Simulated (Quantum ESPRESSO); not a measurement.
## KCl (Fm-3m): a volume series of phonon spectra

Which modes of KCl drive its thermal expansion?

Experimental results on record:
- volume expansion coefficient 111.3 1e-6/K and heat capacity C_P per formula unit 51.7 J/mol/K near room temperature (given in “High-Throughput Prediction of Finite-Temperature Properties using the Quasi-Harmonic Approximation”, 2016, arXiv:1603.06924)
- volume expansion coefficient 114.9 1e-6/K near room temperature (given in “Descriptors for thermal expansion in solids”, 2017, arXiv:1701.03966)

Main program and level: Quantum ESPRESSO 7.5; DFT LDA, scalar-relativistic, plane waves, PseudoDojo norm-conserving pseudopotentials.

### 1. The structure

Symmetry: Fm-3m, No. 225, cubic system. The conventional cell has a = 6.293 Å, b = 6.293 Å, c = 6.293 Å, α = 90.00°, β = 90.00°, γ = 90.00°. Nearest to K lie 6 Cl at 3.15 Å. Nearest to Cl lie 6 K at 3.15 Å. Farther neighbours and most contacts between anions are not listed.

### 2. Probe on a coarse mesh

A cheap single point shows whether the cell is a metal or an insulator and how far it is from rest; that sets the k-mesh and the occupations of what follows.

probe.in reads:

```
&CONTROL
  calculation = 'scf'
  prefix      = 'x'
  outdir      = './tmp'
  pseudo_dir  = './pseudo'
  tprnfor     = .true.
  tstress     = .true.
  verbosity   = 'high'
/
&SYSTEM
  ibrav       = 0
  nat         = 2
  ntyp        = 2
  ecutwfc     = 72.0
  occupations = 'smearing'
  smearing    = 'gaussian'
  degauss     = 0.01
/
&ELECTRONS
  conv_thr         = 1.0d-07
  mixing_beta      = 0.7
  electron_maxstep = 100
/
ATOMIC_SPECIES
 K      39.0983  K.upf
 Cl     35.4500  Cl.upf
CELL_PARAMETERS angstrom
     0.000000000    3.146470000    3.146470000
     3.146470000    0.000000000    3.146470000
     3.146470000    3.146470000    0.000000000
ATOMIC_POSITIONS crystal
 K      0.000000000   0.000000000   0.000000000
 Cl     0.500000000   0.500000000   0.500000000
K_POINTS automatic
 6 6 6 0 0 0
```

Command:

```
> OMP_NUM_THREADS=1 mpirun -n 4 pw.x -nk 4 -in probe.in > probe.out
```

Output:

```text
Program PWSCF v.7.5

     This program is part of the open-source Quantum ESPRESSO suite
     for quantum simulation of materials; please cite
         "P. Giannozzi et al., J. Phys.:Condens. Matter 21 395502 (2009);
         "P. Giannozzi et al., J. Phys.:Condens. Matter 29 465901 (2017);
         "P. Giannozzi et al., J. Chem. Phys. 152 154105 (2020);
     in publications or presentations arising from this work. More details at

     Message from routine setup:
     using ibrav=0 with symmetry is DISCOURAGED, use correct ibrav instead

     G-vector sticks info
     --------------------
     sticks:   dense  smooth     PW     G-vecs:    dense   smooth      PW
     Sum        1393    1393    421                34621    34621    5521

     Using Slab Decomposition

     bravais-lattice index     =            0
     lattice parameter (alat)  =       8.4089  a.u.
     unit-cell volume          =     420.4336 (a.u.)^3
     number of atoms/cell      =            2
     number of atomic types    =            2
     number of electrons       =        16.00
     number of Kohn-Sham states=           12
     kinetic-energy cutoff     =      72.0000  Ry
     charge density cutoff     =     288.0000  Ry
     scf convergence threshold =      1.0E-07
     mixing beta               =       0.7000
     number of iterations used =            8  plain     mixing
     Exchange-correlation= SLA  PW   NOGX NOGC
                           (   1   4   0   0   0   0   0)

     celldm(1)=   8.408867  celldm(2)=   0.000000  celldm(3)=   0.000000
     celldm(4)=   0.000000  celldm(5)=   0.000000  celldm(6)=   0.000000

     crystal axes: (cart. coord. in units of alat)
               a(1) = (   0.000000   0.707107   0.707107 )
               a(2) = (   0.707107   0.000000   0.707107 )
               a(3) = (   0.707107   0.707107   0.000000 )

     reciprocal axes: (cart. coord. in units 2 pi/alat)
               b(1) = ( -0.707107  0.707107  0.707107 )
               b(2) = (  0.707107 -0.707107  0.707107 )
               b(3) = (  0.707107  0.707107 -0.707107 )

     PseudoPot. # 1 for K  read from file:
     ./pseudo/K.upf
     Pseudo is Norm-conserving + core correction, Zval =  9.0
     Using radial grid of 2170 points,  6 beta functions with:
                l(1) =   0
                l(2) =   0
                l(3) =   1
                l(4) =   1
                l(5) =   2
                l(6) =   2

     PseudoPot. # 2 for Cl read from file:
     ./pseudo/Cl.upf
     Pseudo is Norm-conserving + core correction, Zval =  7.0
     Using radial grid of 1016 points,  6 beta functions with:
                l(1) =   0
                l(2) =   0
                l(3) =   1
                l(4) =   1
                l(5) =   2
                l(6) =   2

     atomic species   valence    mass     pseudopotential
     K                 9.00    39.09830     K ( 1.00)
     Cl                7.00    35.45000     Cl( 1.00)

     48 Sym. Ops., with inversion, found

                                    s                        frac. trans.

      isym =  1     identity

 cryst.   s( 1) = (     1          0          0      )
                  (     0          1          0      )
                  (     0          0          1      )

 cart.    s( 1) = (  1.0000000 -0.0000000  0.0000000 )
                  ( -0.0000000  1.0000000  0.0000000 )
                  ( -0.0000000  0.0000000  1.0000000 )

      isym =  2     180 deg rotation - cart. axis [0,0,1]

 cryst.   s( 2) = (     0          1         -1      )
                  (     1          0         -1      )
                  (     0          0         -1      )

 cart.    s( 2) = ( -1.0000000  0.0000000  0.0000000 )
                  (  0.0000000 -1.0000000  0.0000000 )
                  (  0.0000000 -0.0000000  1.0000000 )

      isym =  3     180 deg rotation - cart. axis [0,1,0]

 cryst.   s( 3) = (     0         -1          1      )
                  (     0         -1          0      )
                  (     1         -1          0      )

 cart.    s( 3) = ( -1.0000000 -0.0000000 -0.0000000 )
                  (  0.0000000  1.0000000 -0.0000000 )
                  (  0.0000000  0.0000000 -1.0000000 )

      isym =  4     180 deg rotation - cart. axis [1,0,0]

 cryst.   s( 4) = (    -1          0          0      )
                  (    -1          0          1      )
                  (    -1          1          0      )

 cart.    s( 4) = (  1.0000000  0.0000000 -0.0000000 )
                  ( -0.0000000 -1.0000000 -0.0000000 )
                  ( -0.0000000 -0.0000000 -1.0000000 )

      isym =  5     180 deg rotation - cart. axis [1,1,0]

 cryst.   s( 5) = (    -1          0          1      )
[...]
cart.    s( 5) = ( -0.0000000  1.0000000 -0.0000000 )
[...]
isym =  6     180 deg rotation - cart. axis [1,-1,0]

 cryst.   s( 6) = (     0         -1          0      )
[...]
cart.    s( 6) = (  0.0000000 -1.0000000 -0.0000000 )
[...]
isym =  7      90 deg rotation - cart. axis [0,0,-1]

 cryst.   s( 7) = (     0          1          0      )
[...]
cart.    s( 7) = (  0.0000000  1.0000000  0.0000000 )
[...]
isym =  8      90 deg rotation - cart. axis [0,0,1]

 cryst.   s( 8) = (     1          0         -1      )
[...]
cart.    s( 8) = ( -0.0000000 -1.0000000  0.0000000 )
[...]
isym =  9     180 deg rotation - cart. axis [1,0,1]

 cryst.   s( 9) = (    -1          1          0      )
[...]
cart.    s( 9) = (  0.0000000  0.0000000  1.0000000 )
[...]
isym = 10     180 deg rotation - cart. axis [-1,0,1]

 cryst.   s(10) = (     0          0         -1      )
[...]
cart.    s(10) = ( -0.0000000  0.0000000 -1.0000000 )
[...]
isym = 11      90 deg rotation - cart. axis [0,1,0]

 cryst.   s(11) = (     0          0          1      )
[...]
cart.    s(11) = ( -0.0000000 -0.0000000  1.0000000 )
[...]
isym = 12      90 deg rotation - cart. axis [0,-1,0]

 cryst.   s(12) = (     1         -1          0      )
[...]
cart.    s(12) = (  0.0000000 -0.0000000 -1.0000000 )
[...]
isym = 13     180 deg rotation - cart. axis [0,1,1]

 cryst.   s(13) = (     1          0          0      )
[...]
cart.    s(13) = ( -1.0000000  0.0000000 -0.0000000 )
[...]
7.8138   8.8949  10.9006  11.6696

     occupation numbers
     1.0000   1.0000   1.0000   1.0000   1.0000   1.0000   1.0000   1.0000
     0.0000   0.0000   0.0000   0.0000

          k = 0.2357 0.0000-0.0000 (  4356 PWs)   bands (ev):

   -26.2382 -11.4566  -9.9128  -9.9128  -9.8230   0.1946   0.5651   0.5651
     6.1776   8.0303   9.4207   9.4208

     occupation numbers
     1.0000   1.0000   1.0000   1.0000   1.0000   1.0000   1.0000   1.0000
     0.0000   0.0000   0.0000   0.0000

          k = 0.3536 0.1179-0.1179 (  4341 PWs)   bands (ev):

   -26.2334 -11.4952  -9.9231  -9.9208  -9.7794  -0.1182   0.3973   0.4485
     7.1768   7.8621  10.1482  10.3028

     occupation numbers
     1.0000   1.0000   1.0000   1.0000   1.0000   1.0000   1.0000   1.0000
     0.0000   0.0000   0.0000   0.0000

          k =-0.2357-0.4714 0.4714 (  4336 PWs)   bands (ev):

   -26.2295 -11.5357  -9.9376  -9.9208  -9.7272  -0.3246   0.2406   0.3212
     7.8987   8.6177  10.6214  10.8719

     occupation numbers
     1.0000   1.0000   1.0000   1.0000   1.0000   1.0000   1.0000   1.0000
     0.0000   0.0000   0.0000   0.0000

          k =-0.1179-0.3536 0.3536 (  4348 PWs)   bands (ev):

   -26.2305 -11.5401  -9.9482  -9.9084  -9.7135  -0.3018   0.2937   0.3047
     7.8417   8.5667  10.2887  10.4238

     occupation numbers
     1.0000   1.0000   1.0000   1.0000   1.0000   1.0000   1.0000   1.0000
     0.0000   0.0000   0.0000   0.0000

          k = 0.0000-0.2357 0.2357 (  4361 PWs)   bands (ev):

[...]
occupation numbers
[...]
k = 0.4714 0.0000-0.0000 (  4336 PWs)   bands (ev):

[...]
occupation numbers
[...]
k =-0.1179-0.5893 0.5893 (  4319 PWs)   bands (ev):

[...]
occupation numbers
[...]
k =-0.0000-0.4714 0.4714 (  4330 PWs)   bands (ev):

[...]
occupation numbers
[...]
k =-0.7071 0.0000 0.0000 (  4328 PWs)   bands (ev):

   -26.2270 -11.3044 -10.0538  -9.9587  -9.9587  -0.0573   0.4045   0.4045
     6.8065   8.5989  10.2823  10.9995

     occupation numbers
     1.0000   1.0000   1.0000   1.0000   1.0000   1.0000   1.0000   1.0000
     0.0000   0.0000   0.0000   0.0000

          k =-0.2357-0.4714 0.7071 (  4351 PWs)   bands (ev):

   -26.2296 -11.4718  -9.9648  -9.9364  -9.7891  -0.1676   0.3048   0.3185
     7.8059   8.0758  10.2392  11.0097

     occupation numbers
     1.0000   1.0000   1.0000   1.0000   1.0000   1.0000   1.0000   1.0000
     0.0000   0.0000   0.0000   0.0000

          k =-0.1179-0.3536 0.5893 (  4332 PWs)   bands (ev):

   -26.2277 -11.4582  -9.9820  -9.9622  -9.7821  -0.1223   0.1732   0.2635
     8.2225   8.4804  10.0234  10.3588

     occupation numbers
     1.0000   1.0000   1.0000   1.0000   1.0000   1.0000   1.0000   1.0000
     0.0000   0.0000   0.0000   0.0000

          k =-0.7071 0.2357 0.0000 (  4316 PWs)   bands (ev):

   -26.2269 -11.3802 -10.0299  -9.9824  -9.8434   0.0322   0.1892   0.2587
     7.5392   9.2006   9.3451  10.5197

     occupation numbers
     1.0000   1.0000   1.0000   1.0000   1.0000   1.0000   1.0000   1.0000
     0.0000   0.0000   0.0000   0.0000

     the Fermi energy is     2.8719 ev

!    total energy              =     -92.93009865 Ry
     estimated scf accuracy    <       0.00000006 Ry
     smearing contrib. (-TS)   =      -0.00000000 Ry
     internal energy E=F+TS    =     -92.93009865 Ry

     The total energy is F=E-TS. E is the sum of the following terms:
     one-electron contribution =     -29.58300371 Ry
     hartree contribution      =      19.72533586 Ry
     xc contribution           =     -21.40555076 Ry
     ewald contribution        =     -61.66688004 Ry

     convergence has been achieved in   6 iterations

     Forces acting on atoms (cartesian axes, Ry/au):

     atom    1 type  1   force =    -0.00000000   -0.00000000    0.00000000
     atom    2 type  2   force =     0.00000000    0.00000000   -0.00000000
     The non-local contrib.  to forces
     atom    1 type  1   force =     0.00000000    0.00000000    0.00000000
     atom    2 type  2   force =     0.00000000   -0.00000000   -0.00000000
     The ionic contribution  to forces
     atom    1 type  1   force =     0.00000000    0.00000000    0.00000000
     atom    2 type  2   force =     0.00000000   -0.00000000    0.00000000
     The local contribution  to forces
     atom    1 type  1   force =     0.00000000    0.00000000    0.00000000
     atom    2 type  2   force =    -0.00000000   -0.00000000   -0.00000000
     The core correction contribution to forces
     atom    1 type  1   force =    -0.00000000    0.00000000    0.00000000
     atom    2 type  2   force =    -0.00000000    0.00000000   -0.00000000
     The Hubbard contrib.    to forces
     atom    1 type  1   force =     0.00000000    0.00000000    0.00000000
     atom    2 type  2   force =     0.00000000    0.00000000    0.00000000
     The SCF correction term to forces
     atom    1 type  1   force =    -0.00000000   -0.00000000    0.00000000
     atom    2 type  2   force =     0.00000000   -0.00000000   -0.00000000

     Total force =     0.000000     Total SCF correction =     0.000000

     Computing stress (Cartesian axis) and pressure

          total   stress  (Ry/bohr**3)                   (kbar)     P=      -19.75
  -0.00013425   0.00000000  -0.00000000          -19.75        0.00       -0.00
   0.00000000  -0.00013425  -0.00000000            0.00      -19.75       -0.00
  -0.00000000  -0.00000000  -0.00013425           -0.00       -0.00      -19.75

     kinetic stress (kbar)   7387.72     -0.00     -0.00
                               -0.00   7387.72     -0.00
                               -0.00     -0.00   7387.72

     local   stress (kbar)  -6460.49     -0.00      0.00
                               -0.00  -6460.49     -0.00
                                0.00     -0.00  -6460.49

     nonloc. stress (kbar)   5930.71      0.00      0.00
                                0.00   5930.71      0.00
                                0.00      0.00   5930.71

     hartree stress (kbar)   2300.56      0.00      0.00
                                0.00   2300.56      0.00
                                0.00      0.00   2300.56

     exc-cor stress (kbar)    598.63      0.00      0.00
                                0.00    598.63      0.00
                                0.00      0.00    598.63

     corecor stress (kbar)  -2584.69     -0.00     -0.00
                               -0.00  -2584.69     -0.00
                               -0.00     -0.00  -2584.69

     ewald   stress (kbar)  -7192.19      0.00      0.00
                                0.00  -7192.19      0.00
                                0.00      0.00  -7192.19

     hubbard stress (kbar)      0.00      0.00      0.00
                                0.00      0.00      0.00
                                0.00      0.00      0.00

     DFT-D   stress (kbar)      0.00      0.00      0.00
[...]
XDM     stress (kbar)      0.00      0.00      0.00
[...]
dft-nl  stress (kbar)      0.00      0.00      0.00
                                0.00      0.00      0.00
                                0.00      0.00      0.00

     TS-vdW  stress (kbar)      0.00      0.00      0.00
                                0.00      0.00      0.00
                                0.00      0.00      0.00

     MDB     stress (kbar)      0.00      0.00      0.00
                                0.00      0.00      0.00
                                0.00      0.00      0.00

     3D-RISM stress (kbar)      0.00      0.00      0.00
                                0.00      0.00      0.00
                                0.00      0.00      0.00

     Writing all to output data dir ./tmp/x.save/ :
     XML data file, charge density, pseudopotentials, collected wavefunctions

   JOB DONE.
```

It took 2.9 s on 4 MPI ranks of Intel Xeon 6975P-C (Granite Rapids), shared host; 11 s of CPU time.

This step gave:

```yaml
volume_per_atom: 31.15 Å³
pressure: -1.975 GPa
gap_on_the_k_mesh: 4.744 eV
```

The start is under -2.0 GPa at this level and looks like an insulator or semiconductor on this mesh.

[end of part 1 of 8]

[Logs are printed without paths, hosts, clocks, repeated set-up lines and the standing remarks that a program may print on its own settings, such as how far it seeks lower states.]

[Hosts, paths, dates, database ids (printed as entryN), source tags and the programs' standing remarks are cut or masked in the printed files.]

[A step with changed settings may run another functional than the one named; its input shows which.]

[Of the runs on displaced cells, only some may be shown.]
